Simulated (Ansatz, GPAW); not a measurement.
**A 6-layer slab of Rh(111): converging a work function**

Aim: the settings at which the work function of a 6-layer slab of Rh(111) stops moving.

Method: Ansatz plane waves; slab in vacuum with a dipole correction, relaxation, in the first sound run; inputs show where later runs differ, in GPAW 26.7.0 and Ansatz 0.2.0.

## 1. Starting point

The cell holds 6 atoms: 6 Rh. Its edges and angles: a = 2.687 Å, b = 2.687 Å, c = 28.970 Å, α = 90.0°, β = 90.0°, γ = 60.0°. Vacuum lies along c.

## 2. Relaxing the atoms

The atoms are relaxed first, since the surface dipole, and with it the work function, follows the positions of the outer layers. The lowest 3 atoms are held at bulk positions and keep their forces.

Contents of input.yaml:

```yaml
crystal:
  lattice:
    - [2.6870057685, 0.0, 0.0]
    - [1.3435028843, 2.3270152556, 0.0]
    - [0.0, 0.0, 28.9696551146]
  atoms:
    - { symbol: Rh, position: [0.3333333333, 0.3333333333, 0.3106699049] }
    - { symbol: Rh, position: [0.6666666667, 0.6666666667, 0.386401943] }
    - { symbol: Rh, position: [0.0, 0.0, 0.462133981] }
    - { symbol: Rh, position: [0.3333333333, 0.3333333333, 0.537866019] }
    - { symbol: Rh, position: [0.6666666667, 0.6666666667, 0.613598057] }
    - { symbol: Rh, position: [0.0, 0.0, 0.6893300951] }
kpoints:
  mp_grid: { grid: [13, 13, 1] }
hamiltonian:
  xc: pbe
scf:
  occupations: { method: fermi_dirac, width: 0.1 }
efield:
  axis: 3
  dipole_correction: true
  ramp_width: 0.05
relax:
  f_tol: 0.02
  max_steps: 60
  constraints: [{ sites: [0, 1, 2] }]
output:
  write_potential: true
  write_density: true
  volumetric_format: npy
```

Started as:

```bash
$ ansatz run input.yaml --threads 4 --pin off --max-ram 8192MiB --backend cpu --events-out ev --progress --plain --runs-dir out
```

Numbers of over 12 decimals in the logs are rounded to 6 here.

The log of the run:

```text
Engine: ansatz 0.2.0, x86_64-unknown-linux-gnu
Pseudopotentials: kind: paw
Pseudopotential: Rh, paw, valence charge 17, recommended cutoff 420 eV (normal), Rh.paw.azcp
Functional definition: PBE
  parameter kappa = 0.804
  parameter beta = 0.066725
  exchange = pbe_x(kappa = kappa, mu = beta*pi^2/3)
  correlation = pbe_c(beta = beta)
Crystal: 6 atoms, lattice volume = 181.139 Å³
Basis set: ecut = 420 eV, 3595 PW (Γ), exchange–correlation on 36×36×400 points (8 copies of the dense FFT grid, shifted against one another)
Bands: 62, of which v1, the nominal top of the filled ones, is band 51 counted from 1 (50 counted from 0)
Symmetry: 6 space group operations
k-points: 21 of 169 (time reversal used)
Non-local potential: Rh, projectors of the file, l = 0: 3, l = 1: 2, l = 2: 2, l = 3: 1
PAW form: soft (Blöchl's): semilocal exchange-correlation on the pseudo side does not see the compensation charge
PAW one-centre angular grid: Rh, 590 points (default); XC on 64 Gauss nodes
Initial density: superposition of atomic densities (neutral atoms: chi_scale 0, normalization atom), corrected by the library's trained network
Initial wavefunctions: pseudopotential atomic-orbital guess
Functional: x = pbe(κ = 0.804, μ = 0.219515), c = pbe(β = 0.066725)
SCF iter   1: F=—  HF=-38415.868308 eV  |F-HF|=—  |Δ(HF+E_count)|=         —  Δρ=5.03e-3  dr2=9.02e-2  ethr=1.77e-3  p=-0.000 e·Å  D=-7.64e-16 V/Å  ΔV_dip=0.00 eV  dr2_dipole=6.15e-8  V_vac-E_F(+/−)=5.00/5.00 eV  ⟨swp⟩=8.1  Hψ=6078  notcnv=0  defer=14
efield: sawtooth ramp at fractional position 0.9750 (placed from the atoms, in the widest stretch of the axis that holds none; the zero of the levels goes with the place), width 0.0500; the density the first Hamiltonian is built on has a dipole p = -0.000 e·Å; the dipole correction subtracts the counter field D = -7.64e-16 V/Å, which shifts the + side's vacuum level by +0.00 eV against the − side's; the planar-averaged density in the ramp window peaks in size at 4.2e-6 e/Å³
preconditioner: auto → LDOS  [metal: Δε(μ)=0.018 eV  Ē_g=6.048 eV  σ=0.100 eV  W_gap=0.04  n_scr=22 (ndim 8)  ℏωp=20.3 eV  f_vac=0.505  D(μ)=9.42/eV (n_scr^D=106)  β→1.0]
SCF iter   2: F=—  HF=-38415.865988 eV  |F-HF|=—  |Δ(HF+E_count)|=   2.32e-3  Δρ=2.45e-3  dr2=7.33e-3  ethr=8.85e-5  p=-0.000 e·Å  D=-9.59e-7 V/Å  ΔV_dip=0.00 eV  dr2_dipole=1.83e-7  V_vac-E_F(+/−)=5.15/5.15 eV  ⟨swp⟩=2.2  Hψ=1978  notcnv=0  defer=17
SCF iter   3: F=—  HF=-38415.864935 eV  |F-HF|=—  |Δ(HF+E_count)|=   1.05e-3  Δρ=1.08e-3  dr2=4.43e-3  ethr=7.19e-6  p=-0.000 e·Å  D=-3.57e-6 V/Å  ΔV_dip=0.00 eV  dr2_dipole=3.34e-9  V_vac-E_F(+/−)=5.16/5.16 eV  ⟨swp⟩=3.0  Hψ=2890  notcnv=0  defer=17
SCF iter   4: F=—  HF=-38415.864616 eV  |F-HF|=—  |Δ(HF+E_count)|=   3.20e-4  Δρ=3.20e-4  dr2=8.67e-4  ethr=4.34e-6  p=-0.000 e·Å  D=-8.25e-7 V/Å  ΔV_dip=0.00 eV  dr2_dipole=7.40e-10  V_vac-E_F(+/−)=5.16/5.16 eV  ⟨swp⟩=2.3  Hψ=1841  notcnv=0  defer=17
SCF iter   5: F=—  HF=-38415.864647 eV  |F-HF|=—  |Δ(HF+E_count)|=   3.09e-5  Δρ=2.41e-4  dr2=2.24e-4  ethr=8.50e-7  p=-0.000 e·Å  D=-6.69e-7 V/Å  ΔV_dip=0.00 eV  dr2_dipole=9.26e-10  V_vac-E_F(+/−)=5.15/5.15 eV  ⟨swp⟩=2.0  Hψ=1891  notcnv=0  defer=17
SCF iter   6: F=-38415.864605 eV  HF=-38415.864603 eV  |F-HF|=2.00e-6  |Δ(HF+E_count)|=   4.39e-5  Δρ=3.29e-5  dr2=1.15e-6  ethr=9.80e-9  p=-0.000 e·Å  D=-6.79e-8 V/Å  ΔV_dip=0.00 eV  dr2_dipole=1.98e-9  V_vac-E_F(+/−)=5.15/5.15 eV  ⟨swp⟩=11.8  Hψ=13709  notcnv=0
SCF 1 converged in 6 iterations: F = -38415.864605 eV  dr2 = 1.15e-6
  greatest PAW one-centre occupation: 1.000 electrons in one spin orbital (limit 2), on the Rh atom at site 3 (counted from 0), in its partial waves of l = 0
relax step   1: F+E_penalty+E_count = -38415.86460472 eV  Δ(F+E_penalty+E_count) = +0.000e0 eV  max|allowed force component| = 2.112e-1 eV/Å  Δτ_max = 0.0000 Å  (6 SCF iters, dr2 threshold 1.00e-5 eV, accepted)
Initial density: handed on by an earlier stage of this run
Initial wavefunctions: those handed on with the density
iter 1 solved again at ethr=3.13e-4 eV; its pass at ethr=3.10e-3 eV (dr2=3.19e-1 eV) is discarded
SCF iter   1: F=—  HF=-38415.886027 eV  |F-HF|=—  |Δ(HF+E_count)|=         —  Δρ=9.12e-3  dr2=3.54e-1  ethr=3.13e-4  p=-0.000 e·Å  D=-7.42e-7 V/Å  ΔV_dip=0.00 eV  dr2_dipole=1.11e-1  V_vac-E_F(+/−)=5.15/5.15 eV  ⟨swp⟩=1.6  Hψ=4410  notcnv=0  defer=18
efield: sawtooth ramp at fractional position 0.9750 (handed on by an earlier solve), width 0.0500; the density the first Hamiltonian is built on has a dipole p = -0.000 e·Å; the dipole correction subtracts the counter field D = -7.42e-7 V/Å, which shifts the + side's vacuum level by +0.00 eV against the − side's; the planar-averaged density in the ramp window peaks in size at 2.4e-6 e/Å³
preconditioner: auto → LDOS  [metal: Δε(μ)=0.031 eV  Ē_g=6.011 eV  σ=0.100 eV  W_gap=0.08  n_scr=22 (ndim 8)  ℏωp=20.3 eV  f_vac=0.503  D(μ)=9.33/eV (n_scr^D=106)  β→1.0]
SCF iter   2: F=—  HF=-38415.878843 eV  |F-HF|=—  |Δ(HF+E_count)|=   7.18e-3  Δρ=4.22e-3  dr2=3.94e-2  ethr=3.13e-4  p=0.001 e·Å  D=1.44e-3 V/Å  ΔV_dip=-0.04 eV  dr2_dipole=7.87e-3  V_vac-E_F(+/−)=5.10/5.15 eV  ⟨swp⟩=2.3  Hψ=2004  notcnv=0  defer=18
SCF iter   3: F=—  HF=-38415.875264 eV  |F-HF|=—  |Δ(HF+E_count)|=   3.58e-3  Δρ=2.88e-3  dr2=2.34e-2  ethr=3.86e-5  p=-0.001 e·Å  D=-1.32e-3 V/Å  ΔV_dip=0.04 eV  dr2_dipole=3.52e-3  V_vac-E_F(+/−)=5.18/5.15 eV  ⟨swp⟩=3.6  Hψ=2975  notcnv=0  defer=18
SCF iter   4: F=—  HF=-38415.871359 eV  |F-HF|=—  |Δ(HF+E_count)|=   3.90e-3  Δρ=3.58e-4  dr2=7.49e-4  ethr=2.29e-5  p=0.000 e·Å  D=2.09e-5 V/Å  ΔV_dip=-0.00 eV  dr2_dipole=2.37e-5  V_vac-E_F(+/−)=5.14/5.14 eV  ⟨swp⟩=2.3  Hψ=2160  notcnv=0  defer=18
SCF iter   5: F=—  HF=-38415.871264 eV  |F-HF|=—  |Δ(HF+E_count)|=   9.55e-5  Δρ=1.77e-4  dr2=1.35e-4  ethr=7.34e-7  p=0.000 e·Å  D=1.56e-5 V/Å  ΔV_dip=-0.00 eV  dr2_dipole=1.03e-5  V_vac-E_F(+/−)=5.14/5.14 eV  ⟨swp⟩=2.6  Hψ=2189  notcnv=0  defer=19
SCF iter   6: F=—  HF=-38415.871272 eV  |F-HF|=—  |Δ(HF+E_count)|=   8.67e-6  Δρ=6.11e-5  dr2=1.62e-5  ethr=1.32e-7  p=-0.000 e·Å  D=-2.85e-6 V/Å  ΔV_dip=0.00 eV  dr2_dipole=8.15e-8  V_vac-E_F(+/−)=5.14/5.14 eV  ⟨swp⟩=1.6  Hψ=1556  notcnv=0  defer=19
SCF iter   7: F=-38415.871273 eV  HF=-38415.871275 eV  |F-HF|=1.45e-6  |Δ(HF+E_count)|=   2.31e-6  Δρ=2.00e-5  dr2=1.73e-6  ethr=2.73e-9  p=-0.000 e·Å  D=-7.61e-7 V/Å  ΔV_dip=0.00 eV  dr2_dipole=4.19e-7  V_vac-E_F(+/−)=5.14/5.14 eV  ⟨swp⟩=12.5  Hψ=11731  notcnv=0
SCF 2 converged in 7 iterations: F = -38415.871273 eV  dr2 = 1.73e-6
  greatest PAW one-centre occupation: 1.000 electrons in one spin orbital (limit 2), on the Rh atom at site 1 (counted from 0), in its partial waves of l = 0
relax step   2: F+E_penalty+E_count = -38415.87127315 eV  Δ(F+E_penalty+E_count) = -6.668e-3 eV  max|allowed force component| = 1.113e-1 eV/Å  Δτ_max = 0.0873 Å  (7 SCF iters, dr2 threshold 2.79e-6 eV, accepted)
SCF iter   1: F=—  HF=-38415.875222 eV  |F-HF|=—  |Δ(HF+E_count)|=         —  Δρ=3.35e-3  dr2=7.70e-2  ethr=4.32e-4  p=0.000 e·Å  D=1.00e-7 V/Å  ΔV_dip=-0.00 eV  dr2_dipole=3.41e-2  V_vac-E_F(+/−)=5.14/5.14 eV  ⟨swp⟩=3.6  Hψ=2526  notcnv=0  defer=18
efield: sawtooth ramp at fractional position 0.9750 (handed on by an earlier solve), width 0.0500; the density the first Hamiltonian is built on has a dipole p = 0.000 e·Å; the dipole correction subtracts the counter field D = 1.00e-7 V/Å, which shifts the + side's vacuum level by -0.00 eV against the − side's; the planar-averaged density in the ramp window peaks in size at 1.9e-6 e/Å³
preconditioner: auto → LDOS  [metal: Δε(μ)=0.002 eV  Ē_g=6.020 eV  σ=0.100 eV  W_gap=0.01  n_scr=22 (ndim 8)  ℏωp=20.3 eV  f_vac=0.504  D(μ)=9.48/eV (n_scr^D=106)  β→1.0]
SCF iter   2: F=—  HF=-38415.874244 eV  |F-HF|=—  |Δ(HF+E_count)|=   9.78e-4  Δρ=1.47e-3  dr2=4.36e-3  ethr=7.55e-5  p=-0.000 e·Å  D=-2.34e-4 V/Å  ΔV_dip=0.01 eV  dr2_dipole=7.00e-4  V_vac-E_F(+/−)=5.15/5.15 eV  ⟨swp⟩=1.9  Hψ=1716  notcnv=0  defer=18
SCF iter   3: F=—  HF=-38415.873626 eV  |F-HF|=—  |Δ(HF+E_count)|=   6.18e-4  Δρ=9.89e-4  dr2=2.31e-3  ethr=4.28e-6  p=0.001 e·Å  D=5.95e-4 V/Å  ΔV_dip=-0.02 eV  dr2_dipole=2.57e-4  V_vac-E_F(+/−)=5.13/5.15 eV  ⟨swp⟩=3.1  Hψ=2833  notcnv=0  defer=18
SCF iter   4: F=—  HF=-38415.873212 eV  |F-HF|=—  |Δ(HF+E_count)|=   4.14e-4  Δρ=1.24e-4  dr2=8.55e-5  ethr=2.26e-6  p=0.000 e·Å  D=6.25e-5 V/Å  ΔV_dip=-0.00 eV  dr2_dipole=7.06e-7  V_vac-E_F(+/−)=5.14/5.15 eV  ⟨swp⟩=2.2  Hψ=2040  notcnv=0  defer=18
SCF iter   5: F=—  HF=-38415.873186 eV  |F-HF|=—  |Δ(HF+E_count)|=   2.57e-5  Δρ=5.85e-5  dr2=1.45e-5  ethr=8.38e-8  p=0.000 e·Å  D=5.98e-5 V/Å  ΔV_dip=-0.00 eV  dr2_dipole=3.51e-7  V_vac-E_F(+/−)=5.14/5.15 eV  ⟨swp⟩=2.8  Hψ=2307  notcnv=0  defer=18
SCF iter   6: F=—  HF=-38415.873188 eV  |F-HF|=—  |Δ(HF+E_count)|=   2.35e-6  Δρ=2.49e-5  dr2=3.18e-6  ethr=1.42e-8  p=0.000 e·Å  D=4.68e-5 V/Å  ΔV_dip=-0.00 eV  dr2_dipole=2.69e-7  V_vac-E_F(+/−)=5.14/5.15 eV  ⟨swp⟩=1.3  Hψ=1355  notcnv=0  defer=18
SCF iter   7: F=-38415.873189 eV  HF=-38415.873189 eV  |F-HF|=1.90e-8  |Δ(HF+E_count)|=   6.90e-7  Δρ=7.25e-6  dr2=1.81e-7  ethr=7.59e-10  p=0.000 e·Å  D=3.11e-5 V/Å  ΔV_dip=-0.00 eV  dr2_dipole=5.82e-9  V_vac-E_F(+/−)=5.15/5.15 eV  ⟨swp⟩=12.0  Hψ=11003  notcnv=0
SCF 3 converged in 7 iterations: F = -38415.873189 eV  dr2 = 1.81e-7
  greatest PAW one-centre occupation: 1.000 electrons in one spin orbital (limit 2), on the Rh atom at site 2 (counted from 0), in its partial waves of l = 0
relax step   3: F+E_penalty+E_count = -38415.87318901 eV  Δ(F+E_penalty+E_count) = -1.916e-3 eV  max|allowed force component| = 8.678e-3 eV/Å  Δτ_max = 0.0308 Å  (7 SCF iters, dr2 threshold 7.75e-7 eV, accepted)
iter 1 solved again at ethr=1.78e-10 eV; its pass at ethr=3.10e-3 eV (dr2=1.81e-7 eV) is discarded
SCF iter   1: F=—  HF=-38415.873211 eV  |F-HF|=—  |Δ(HF+E_count)|=         —  Δρ=7.25e-6  dr2=1.82e-7  ethr=1.78e-10  p=0.000 e·Å  D=3.11e-5 V/Å  ΔV_dip=-0.00 eV  dr2_dipole=7.10e-9  V_vac-E_F(+/−)=5.15/5.15 eV  ⟨swp⟩=1.0  Hψ=3194  notcnv=0  defer=18
efield: sawtooth ramp at fractional position 0.9750 (handed on by an earlier solve), width 0.0500; the density the first Hamiltonian is built on has a dipole p = 0.000 e·Å; the dipole correction subtracts the counter field D = 3.11e-5 V/Å, which shifts the + side's vacuum level by -0.00 eV against the − side's; the planar-averaged density in the ramp window peaks in size at 1.2e-6 e/Å³
preconditioner: auto → LDOS  [metal: Δε(μ)=0.030 eV  Ē_g=6.027 eV  σ=0.100 eV  W_gap=0.08  n_scr=22 (ndim 8)  ℏωp=20.3 eV  f_vac=0.504  D(μ)=9.44/eV (n_scr^D=106)  β→1.0]
SCF iter   2: F=—  HF=-38415.873189 eV  |F-HF|=—  |Δ(HF+E_count)|=   2.22e-5  Δρ=8.77e-6  dr2=3.42e-7  ethr=1.78e-10  p=0.000 e·Å  D=2.74e-5 V/Å  ΔV_dip=-0.00 eV  dr2_dipole=6.71e-11  V_vac-E_F(+/−)=5.15/5.15 eV  ⟨swp⟩=2.7  Hψ=2596  notcnv=0  defer=18
SCF iter   3: F=-38415.873189 eV  HF=-38415.873189 eV  |F-HF|=6.14e-9  |Δ(HF+E_count)|=   5.64e-8  Δρ=1.68e-6  dr2=1.26e-8  ethr=9.80e-11  p=0.000 e·Å  D=2.95e-5 V/Å  ΔV_dip=-0.00 eV  dr2_dipole=1.45e-10  V_vac-E_F(+/−)=5.15/5.15 eV  ⟨swp⟩=9.1  Hψ=10671  notcnv=0
SCF 4 converged in 3 iterations: F = -38415.873189 eV  dr2 = 1.26e-8
relax step   4: F+E_penalty+E_count = -38415.87318914 eV  Δ(F+E_penalty+E_count) = -1.283e-7 eV  max|allowed force component| = 8.694e-3 eV/Å  Δτ_max = 0.0000 Å  (3 SCF iters, accepted)
NSCF: frozen V_eff on 21 k-points
the band table was solved once a step of the walk had ended and its energy, with any forces and stress, was formed, with the checks that follow a solve (6732 applications of the Hamiltonian). They found nothing against the state; the energy, forces and stress were not computed again (output.eigenvalues in the input reference)
WARN: The output density's exchange-correlation potential varies sharply where the density is thin. Do not read a vacuum level from v_tot or v_xc, or from such a field of the output density. On a cell that repeats whose density bears no net charge and no dipole along the vacuum's axis use v_es (v_loc + v_h of the components); under efield.dipole_correction with no amplitude use v_es + v_field, which holds any externa [...]
SCF converged after 3 iterations
Free energy (F): -38415.873189 eV
Harris-Foulkes:  -38415.873189 eV  (|F-HF|=6.14e-9)
Internal energy: -38415.560813 eV  (E = F + TS)
E sigma→0 (E₀):  -38415.717001 eV
Entropy (-TS):   -0.312376 eV (-52.063 meV/atom)
Fermi energy:    7.400859 eV
Dipole field:    D = 0.000046 V/Å  (p = 0.000047 e·Å, saw-weighted, corrected)
Work function:   Φ+ = 5.1451 eV   Φ− = 5.1464 eV
Levels:          The Fermi level and band energies are counted from a zero that moves with the ramp; work functions are not
--- Per-component energies (eV) ---
  E_band       = -2021.244732
  E_kinetic    = 3436.632500
  E_local      = -227285.415357  (includes V_loc(G=0)·N_el)
  E_nonlocal   = 2130.467174
  E_hartree    = 111496.419982
  E_xc         = -1328.771370
  E_vxc        = -1667.740833  (∫ρ·V_xc dr)
  E_paw        = -21522.393534  (= ΣΔE_a)
  E_vpaw       = -1628.023764  (= ΣTr[D̂ρ^β])
  E_aug_tail   = 0.005106  (compensation charges beyond the density's cutoff)
  E_efield     = 0.000000  (sawtooth field / dipole correction)
  E_vefield    = -0.000114  (∫n·V_field dr)
  E_ewald      = 94657.494686
  E_smearing   = -0.312376  (= −TS)
  E_closure    = 0.000000  (closes the sum)
  Σ components = -38415.873189   (vs F -38415.873189, Δ=0.00e0)
--- Forces (eV/Å), atoms counted from 1 ---
  atom   1  Rh    -0.00000000     0.00000000     0.07986309
  atom   2  Rh     0.00000000    -0.00000000    -0.16152147
  atom   3  Rh     0.00000000     0.00000000     0.07452352
  atom   4  Rh     0.00000000    -0.00000000     0.00869362
  atom   5  Rh    -0.00000000     0.00000000    -0.00264200
  atom   6  Rh     0.00000000    -0.00000000     0.00110009
  max |Σ_I F_I| component: 1.69e-5 eV/Å
--- Band table (eV; the first three rows and the last of 21) ---
  k-point 0: bands = [... 47 lower, 6.3934, 6.3934, 6.4172, 6.4172, 6.6916, 6.6916, 7.1618, 7.1618, ... 7 higher]
  k-point 1: bands = [... 47 lower, 6.1800, 6.1866, 6.4388, 6.4557, 6.7235, 6.7437, 6.8965, 7.1235, ... 7 higher]
  k-point 2: bands = [... 47 lower, 5.8265, 6.0010, 6.0296, 6.2629, 6.4107, 6.7096, 6.7618, 7.1754, ... 7 higher]
  k-point 20: bands = [... 47 lower, 6.4329, 7.1649, 7.3644, 7.6224, 7.7031, 7.7132, 7.9015, 13.0731, ... 7 higher]
--- Relaxed structure (4 steps of the walk, 4 accepted, 0 SCFs on fresh bases) ---
  F+E_penalty+E_count = -38415.87318914 eV   max|allowed force component| = 8.694e-3 eV/Å
  atoms:
    - { symbol: Rh, position: [0.333333, 0.333333, 0.3106699049] }
    - { symbol: Rh, position: [0.666667, 0.666667, 0.386401943] }
    - { symbol: Rh, position: [0.0, 0.0, 0.462133981] }
    - { symbol: Rh, position: [0.333333, 0.333333, 0.539357] }
    - { symbol: Rh, position: [0.666667, 0.666667, 0.615547] }
    - { symbol: Rh, position: [0, 0, 0.690855] }
```

The job ended after 18 s (4 threads of Intel Xeon Platinum 8488C (Sapphire Rapids), shared host; peak memory 0.66 GiB; 67 s of CPU time).

Relaxation path:

| step | energy less that of the first step (eV) | largest force component (eV/Å) |
| --- | --- | --- |
| 1 | 0.0000 | 0.2112 |
| 2 | -0.0067 | 0.1113 |
| 3 | -0.0086 | 0.0087 |
| 4 | -0.0086 | 0.0087 |

Forces are held to the 6 operations that the run works with; a distortion that breaks them can't arise in this run.

The atoms that moved most (Å):

| atom | dx | dy | dz | length |
| --- | --- | --- | --- | --- |
| Rh5 | 0.000 | 0.000 | 0.056 | 0.056 |
| Rh6 | 0.000 | 0.000 | 0.044 | 0.044 |
| Rh4 | 0.000 | 0.000 | 0.043 | 0.043 |

The relaxed structure:

```cif
data_structure
_symmetry_space_group_name_H-M 'P 1'
_symmetry_Int_Tables_number 1
_cell_length_a 2.6870
_cell_length_b 2.6870
_cell_length_c 28.9697
_cell_angle_alpha 90.000
_cell_angle_beta 90.000
_cell_angle_gamma 60.000
_cell_volume 181.14
loop_
_atom_site_label
_atom_site_type_symbol
_atom_site_fract_x
_atom_site_fract_y
_atom_site_fract_z
_atom_site_occupancy
Rh1 Rh 0.33333 0.33333 0.31067 1
Rh2 Rh 0.66667 0.66667 0.38640 1
Rh3 Rh 0.00000 0.00000 0.46213 1
Rh4 Rh 0.33333 0.33333 0.53936 1
Rh5 Rh 0.66667 0.66667 0.61555 1
Rh6 Rh 0.00000 0.00000 0.69086 1
```

Numbers from this step:

| Property | Result |
| --- | --- |
| free energy | -38415.8732 eV |
| smearing term TS | 0.3124 eV |
| symmetry operations | 6 |
| upper work function | 5.145 eV |
| lower work function | 5.146 eV |
| dipole along the normal | 4.65e-5 e·Å |
| dipole field | 4.65e-5 V/Å |
| vacuum level above | 12.55 eV |
| vacuum level below | 12.55 eV |

The electrostatic potential energy of an electron (with the applied field's), less the Fermi level, planar mean oscillates, so the rows of the table below give means over windows of 2.17 Å about each position, cut where the curve ends. Its maxima inside the range that stand out by 2 % of the span (Å: eV): 10.1: -0.686, 12.3: -0.825, 14.5: -0.452, 16.7: -0.849, 19.0: -0.790. Its minima: 9.0: -26.1, 11.2: -26.3, 13.3: -26.1, 15.6: -26.3, 17.8: -26.4, 20.0: -26.1.

The electrostatic potential energy of an electron (with the applied field's), less the Fermi level, planar mean by z; means over each step:

z (Å), electrostatic potential energy of an electron (with the applied field's), less the Fermi level, planar mean (eV) and a bar from the least value:
```
     1.08        5.1 ##############################
     3.25        5.1 ##############################
     5.42        5.1 ##############################
     7.59        0.0 ######################
     9.77      -12.9 
    11.93      -13.2 
    14.11      -12.7 #
    16.27      -13.1 
    18.45      -13.2 
    20.62      -10.3 #####
    22.79        5.0 ##############################
    24.95        5.1 ##############################
    27.12        5.1 ##############################
```

The valence density, planar mean oscillates, so the rows of the table below give means over windows of 2.17 Å about each position, cut where the curve ends. Its maxima inside the range that stand out by 2 % of the span (Å: e/Å³): 9.0: 2.50, 11.2: 2.51, 13.3: 2.49, 15.6: 2.51, 17.8: 2.52, 20.0: 2.50. Its minima: 10.1: 0.328, 12.3: 0.326, 14.5: 0.305, 16.7: 0.325, 19.0: 0.337.

Table of valence density, planar mean by z; means over each step:

z (Å), valence density, planar mean (e/Å³) and a bar:
```
     3.25       0.00 
     5.42       0.00 
     7.59       0.29 #######
     9.77       1.23 ##############################
    11.93       1.23 ##############################
    14.11       1.20 #############################
    16.27       1.23 ##############################
    18.45       1.25 ##############################
    20.62       1.07 ##########################
    22.79       0.00 
    24.95       0.00
```

The relaxation lowered the energy of the cell by 0.00858 eV.

(Continued in part 2 of 3.)

[Logs are printed without paths, hosts, clocks, repeated set-up lines and the standing remarks that a program may print on its own settings, such as how far it seeks lower states.]

[Hosts, paths, dates, database ids (printed as entryN), source tags and the programs' standing remarks are cut or masked in the printed files.]
